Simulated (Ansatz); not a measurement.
# S on W(110): change of the work function, part 3 of 3

How does S on the hollow site change the work function of W(110) as the layer fills?

Ansatz 0.2.0; plane-wave DFT, PBE, Ansatz PAW.

So far, work function, upper face (eV): step 2 (the clean slab) 4.84; step 3 (17 atoms, coverage 0.25 ML, cell 2x2) 4.74.

## 4. The covered slab, k-mesh 12×12×1, coverage 1 ML

System of this step: W4S (S/W(110)). The cell holds 5 atoms: 4 W and 1 S. Cell: a = 2.737 Å, b = 2.737 Å, c = 26.991 Å, α = 90.0°, β = 90.0°, γ = 70.5°. Vacuum lies along c.

Another coverage, to see how the dipoles act on each other as their distance changes.

Input file input.yaml:

```yaml
crystal:
  lattice:
    - [2.2344574285, -1.58, 0.0]
    - [2.2344574285, 1.58, 0.0]
    - [0.0, 0.0, 26.991204856]
  atoms:
    - { symbol: W, position: [0.0, 0.0, 0.3334419507] }
    - { symbol: W, position: [0.5, 0.5, 0.4162266001] }
    - { symbol: W, position: [0.0, 0.0, 0.5004145891] }
    - { symbol: W, position: [0.5, 0.5, 0.5816324855] }
    - { symbol: S, position: [0.84, 0.84, 0.6665580493] }
kpoints:
  mp_grid: { grid: [12, 12, 1] }
hamiltonian:
  xc: pbe
scf:
  occupations: { method: fermi_dirac, width: 0.1 }
  convergence: { dr2_threshold: 1.0e-08 }
efield:
  axis: 3
  dipole_correction: true
  ramp_position: 0.97
  ramp_width: 0.06
relax:
  f_tol: 0.02
  max_steps: 60
  constraints: [{ sites: [0, 1] }]
output:
  write_potential: true
  write_density: true
  volumetric_format: npy
```

On the command line:

```console
> ansatz run input.yaml --threads 4 --pin off --max-ram 6144MiB --backend cpu --events-out ev --progress --plain --runs-dir out
```

Numbers of over 12 decimals in the logs are rounded to 6 here.

The program printed:

```text
[...]
Crystal: 5 atoms, lattice volume = 190.582 Å³
Basis set: ecut = 420 eV, 3781 PW (Γ), exchange–correlation on 40×40×384 points (8 copies of the dense FFT grid, shifted against one another)
Bands: 38, of which v1, the nominal top of the filled ones, is band 31 counted from 1 (30 counted from 0)
Symmetry: 2 space group operations
[...]
k-points: 43 of 144 (time reversal used)
[...]
SCF iter   1: F=—  HF=-42439.090048 eV  |F-HF|=—  |Δ(HF+E_count)|=         —  Δρ=6.67e-3  dr2=1.53e0  ethr=1.77e-3  p=0.008 e·Å  D=7.21e-3 V/Å  ΔV_dip=-0.19 eV  dr2_dipole=5.48e-1  V_vac-E_F(+/−)=4.89/5.08 eV  ⟨swp⟩=8.7  Hψ=8299  notcnv=0
[...]
SCF iter   9: F=-42439.052688 eV  HF=-42439.052688 eV  |F-HF|=3.20e-9  |Δ(HF+E_count)|=   1.06e-8  Δρ=4.61e-7  dr2=5.51e-10  ethr=1.61e-11  p=0.004 e·Å  D=3.49e-3 V/Å  ΔV_dip=-0.09 eV  dr2_dipole=3.68e-11  V_vac-E_F(+/−)=4.80/4.90 eV  ⟨swp⟩=10.6  Hψ=11745  notcnv=0
SCF 1 converged in 9 iterations: F = -42439.052688 eV  dr2 = 5.51e-10
[...]
relax step   1: F+E_penalty+E_count = -42439.05268777 eV  Δ(F+E_penalty+E_count) = +0.000e0 eV  max|allowed force component| = 1.833e0 eV/Å  Δτ_max = 0.0000 Å  (9 SCF iters, accepted)
[...]
SCF iter   9: F=-42439.639139 eV  HF=-42439.639139 eV  |F-HF|=1.98e-9  |Δ(HF+E_count)|=   3.66e-8  Δρ=5.46e-7  dr2=1.92e-9  ethr=1.61e-11  p=0.014 e·Å  D=1.37e-2 V/Å  ΔV_dip=-0.37 eV  dr2_dipole=4.77e-10  V_vac-E_F(+/−)=4.53/4.90 eV  ⟨swp⟩=11.1  Hψ=12562  notcnv=0
SCF 2 converged in 9 iterations: F = -42439.639139 eV  dr2 = 1.92e-9
relax step   2: F+E_penalty+E_count = -42439.63913920 eV  Δ(F+E_penalty+E_count) = -5.865e-1 eV  max|allowed force component| = 1.871e0 eV/Å  Δτ_max = 0.1949 Å  (9 SCF iters, accepted)
[...]
SCF iter   8: F=-42439.860133 eV  HF=-42439.860133 eV  |F-HF|=1.73e-8  |Δ(HF+E_count)|=   1.70e-7  Δρ=1.62e-6  dr2=8.60e-9  ethr=1.61e-11  p=0.007 e·Å  D=7.08e-3 V/Å  ΔV_dip=-0.19 eV  dr2_dipole=3.63e-11  V_vac-E_F(+/−)=4.69/4.88 eV  ⟨swp⟩=12.0  Hψ=13277  notcnv=0
SCF 3 converged in 8 iterations: F = -42439.860133 eV  dr2 = 8.60e-9
relax step   3: F+E_penalty+E_count = -42439.86013292 eV  Δ(F+E_penalty+E_count) = -2.210e-1 eV  max|allowed force component| = 2.081e0 eV/Å  Δτ_max = 0.1953 Å  (8 SCF iters, accepted)
[...]
relax step   4: F+E_penalty+E_count = -42440.00836018 eV  Δ(F+E_penalty+E_count) = -1.482e-1 eV  max|allowed force component| = 7.854e-1 eV/Å  Δτ_max = 0.1990 Å  (9 SCF iters, accepted)
[...]
relax step   5: F+E_penalty+E_count = -42440.03203970 eV  Δ(F+E_penalty+E_count) = -2.368e-2 eV  max|allowed force component| = 8.768e-2 eV/Å  Δτ_max = 0.1023 Å  (8 SCF iters, accepted)
SCF iter   1: F=—  HF=-42440.034542 eV  |F-HF|=—  |Δ(HF+E_count)|=         —  Δρ=2.54e-3  dr2=6.58e-3  ethr=2.43e-4  p=0.008 e·Å  D=8.06e-3 V/Å  ΔV_dip=-0.22 eV  dr2_dipole=1.03e-5  V_vac-E_F(+/−)=4.66/4.88 eV  ⟨swp⟩=4.1  Hψ=3915  notcnv=0
[...]
SCF iter   7: F=-42440.033351 eV  HF=-42440.033351 eV  |F-HF|=1.15e-8  |Δ(HF+E_count)|=   3.26e-9  Δρ=1.13e-6  dr2=2.57e-9  ethr=1.61e-11  p=0.008 e·Å  D=7.97e-3 V/Å  ΔV_dip=-0.22 eV  dr2_dipole=4.09e-11  V_vac-E_F(+/−)=4.66/4.88 eV  ⟨swp⟩=11.7  Hψ=13023  notcnv=0
SCF 6 converged in 7 iterations: F = -42440.033351 eV  dr2 = 2.57e-9
relax step   6: F+E_penalty+E_count = -42440.03335095 eV  Δ(F+E_penalty+E_count) = -1.311e-3 eV  max|allowed force component| = 1.959e-2 eV/Å  Δτ_max = 0.0413 Å  (7 SCF iters, accepted)
[...]
WARN: The input density's exchange-correlation potential varies sharply where the density is thin. Do not read a vacuum level from v_tot or v_xc, or from such a field of the output density. On a cell that repeats whose density bears no net charge and no dipole along the vacuum's axis use v_es (v_loc + v_h of the components); under efield.dipole_correction with no amplitude use v_es + v_field, which holds any external [...]
SCF converged after 7 iterations
Free energy (F): -42440.033351 eV
[...]
Internal energy: -42439.950941 eV  (E = F + TS)
E sigma→0 (E₀):  -42439.992146 eV
Entropy (-TS):   -0.082410 eV (-16.482 meV/atom)
Fermi energy:    5.548161 eV
Dipole field:    D = 0.007983 V/Å  (p = 0.008408 e·Å, saw-weighted, corrected)
Work function:   Φ+ = 4.6619 eV   Φ− = 4.8774 eV
[...]
--- Forces (eV/Å), atoms counted from 1 ---
  atom   1  W     -0.01514396     0.00000000     0.40233943
  atom   2  W     -0.01197700     0.00000000    -0.39911836
  atom   3  W      0.01958575     0.00000000    -0.00516415
  atom   4  W      0.01177900    -0.00000000     0.00284743
  atom   5  S     -0.00420440     0.00000000    -0.00090214
  max |Σ_I F_I| component: 3.94e-5 eV/Å
--- Band table (eV; the first three rows and the last of 43) ---
  k-point 0: bands = [... 27 lower, 4.1204, 4.2575, 4.5898, 5.2726, 5.5271, 5.7403, 7.2189, 7.2845, ... 3 higher]
  k-point 1: bands = [... 27 lower, 4.0066, 4.1788, 4.6224, 5.1179, 5.4045, 5.7428, 6.9257, 7.2584, ... 3 higher]
  k-point 2: bands = [... 27 lower, 3.7062, 3.8787, 4.5671, 4.8791, 5.3315, 6.0419, 6.8215, 7.1561, ... 3 higher]
  k-point 42: bands = [... 27 lower, 4.6404, 4.8280, 5.6018, 6.6871, 6.9253, 7.0639, 7.2828, 9.1109, ... 3 higher]
--- Relaxed structure (6 steps of the walk, 6 accepted, 0 SCFs on fresh bases) ---
  F+E_penalty+E_count = -42440.03335095 eV   max|allowed force component| = 1.959e-2 eV/Å
  atoms:
    - { symbol: W, position: [0.0, 0.0, 0.333442] }
    - { symbol: W, position: [0.5, 0.5, 0.416227] }
    - { symbol: W, position: [0.00359195, 0.00359195, 0.500444] }
    - { symbol: W, position: [0.518224, 0.518224, 0.585147] }
    - { symbol: S, position: [0.875164, 0.875164, 0.647971] }
```

Run time: 12 s. Hardware: 4 threads of AMD EPYC 9R45, shared host; peak memory 0.66 GiB.

Step by step:

```csv
step,energy less that of the first step (eV),largest force component (eV/Å)
1,0.0000,1.8329
2,-0.5865,1.8714
3,-0.8074,2.0808
4,-0.9557,0.7854
5,-0.9794,0.0877
6,-0.9807,0.0196
```

Forces are held to the 2 operations that the run works with; a distortion that breaks them can't arise in this run.

The atoms that moved most (Å):

```csv
atom,dx,dy,dz,length
S5,0.157,0.000,-0.502,0.526
W4,0.081,0.000,0.095,0.125
W3,0.016,0.000,0.001,0.016
```

The relaxed structure:

```xyz
5
Lattice="2.2345 -1.5800 0.0000 2.2345 1.5800 0.0000 0.0000 0.0000 26.9912" Properties=species:S:1:pos:R:3
W     0.0000    0.0000    9.0000
W     2.2345    0.0000   11.2345
W     0.0161    0.0000   13.5076
W     2.3159    0.0000   15.7938
S     3.9110    0.0000   17.4895
```

Numbers from this step:

| Item | Value |
| --- | --- |
| energy at zero smearing | -42439.9921 eV |
| work function, upper face | 4.662 eV |
| work function, lower face | 4.877 eV |
| dipole along the normal | 0.008408 e·Å |
| step between the vacuum levels | -0.2155 eV |

Running mean over 2.234 Å of the planar mean; the ramp of the sawtooth is left out. The electron's electrostatic potential energy less the Fermi level by z:

z (Å), electron's electrostatic potential energy less the Fermi level (eV) and a bar from the least value:
```
      3.5        4.9 ##############################
      4.0        4.9 ##############################
      4.5        4.9 ##############################
      5.0        4.9 ##############################
      5.5        4.8 ##############################
      6.0        4.7 ##############################
      6.5        4.4 #############################
      7.0        3.3 ###########################
      7.5       -0.1 ######################
      8.0       -5.8 #############
      8.5      -10.5 ######
      9.0      -12.2 ###
      9.5      -12.5 ###
     10.0      -12.6 ###
     10.5      -12.6 ###
     11.0      -12.7 ###
     11.5      -12.6 ###
     12.0      -12.4 ###
     12.5      -12.3 ###
     13.0      -12.4 ###
     13.5      -12.6 ###
     14.0      -12.4 ###
     14.5      -12.1 ###
     15.0      -12.3 ###
     15.5      -12.9 ##
     16.0      -14.1 
     16.5      -14.3 
     17.0      -11.5 ####
     17.5       -7.3 ###########
     18.0       -4.5 ###############
     18.5       -1.2 #####################
     19.0        2.3 ##########################
     19.5        4.1 #############################
     20.0        4.6 #############################
     20.5        4.6 ##############################
     21.0        4.7 ##############################
     21.5        4.7 ##############################
     22.0        4.7 ##############################
     22.5        4.7 ##############################
     23.0        4.7 ##############################
     23.5        4.7 ##############################
```

The relaxation took 6 steps and lowered the energy by 0.98 eV; the largest force on the free atoms ends at 0.020 eV/Å.

The covered face has 4.66 eV, -0.18 eV against the clean one; the bare back face has moved by -0.02 eV, a measure of how thin the slab is.

## 5. Work function against coverage

This step: plane-wave DFT, PBE, Ansatz PAW; work function against coverage (Ansatz 0.2.0).

The runs are now put side by side.

Numbers from this step:

* work function of the clean face: 4.845 eV
* largest change of the work function: -0.1828 eV

Table of work function of the covered face by coverage:

```csv
coverage (adsorbates/nm²),work function of the covered face (eV)
0.00,4.84
3.54,4.74
14.16,4.66
```

The dipole per adsorbate comes from the change of the cell's dipole. Coverage, by row:

```csv
coverage (1/nm²),coverage (ML),work function (eV),change (eV),"dipole per adsorbate, positive end outwards (debye)",mean height of the added atoms over the highest substrate atom (Å)
3.541,0.25,4.738,-0.1071,0.092,1.688
14.16,1,4.662,-0.1828,0.03,1.696
```

## 6. Summary of results

```yaml
work_function_of_the_clean_face: 4.84 eV
work_function_at_0p25_ml: 4.74 eV
work_function_at_1_ml: 4.66 eV
dipole_per_adsorbate_at_0p25_ml_positive_end_outwards: 0.09 D
```

At the lowest coverage S changes the work function of W(110) by under 0.15 eV, within the error of so thin a slab; the largest change, -0.18 eV, comes at higher coverage. At the highest coverage the adsorbates are pressed to about 2.7 Å, closer than unbonded atoms of this kind usually come, so a real layer may not reach it. The slab has 4 layers, at the tabulated experimental lattice constant, one starting site was run, and quantum-size effects of a slab this thin can reach one or two tenths of an eV.

[Logs are printed without paths, hosts, clocks, repeated set-up lines and the standing remarks that a program may print on its own settings, such as how far it seeks lower states.]

[Hosts, paths, dates, database ids (printed as entryN), source tags and the programs' standing remarks are cut or masked in the printed files.]

[Maps of the electrostatic potential energy from Ansatz leave out the sawtooth potential of an applied field or a dipole correction, so their vacuum need not be flat; planar profiles and work functions include it.]
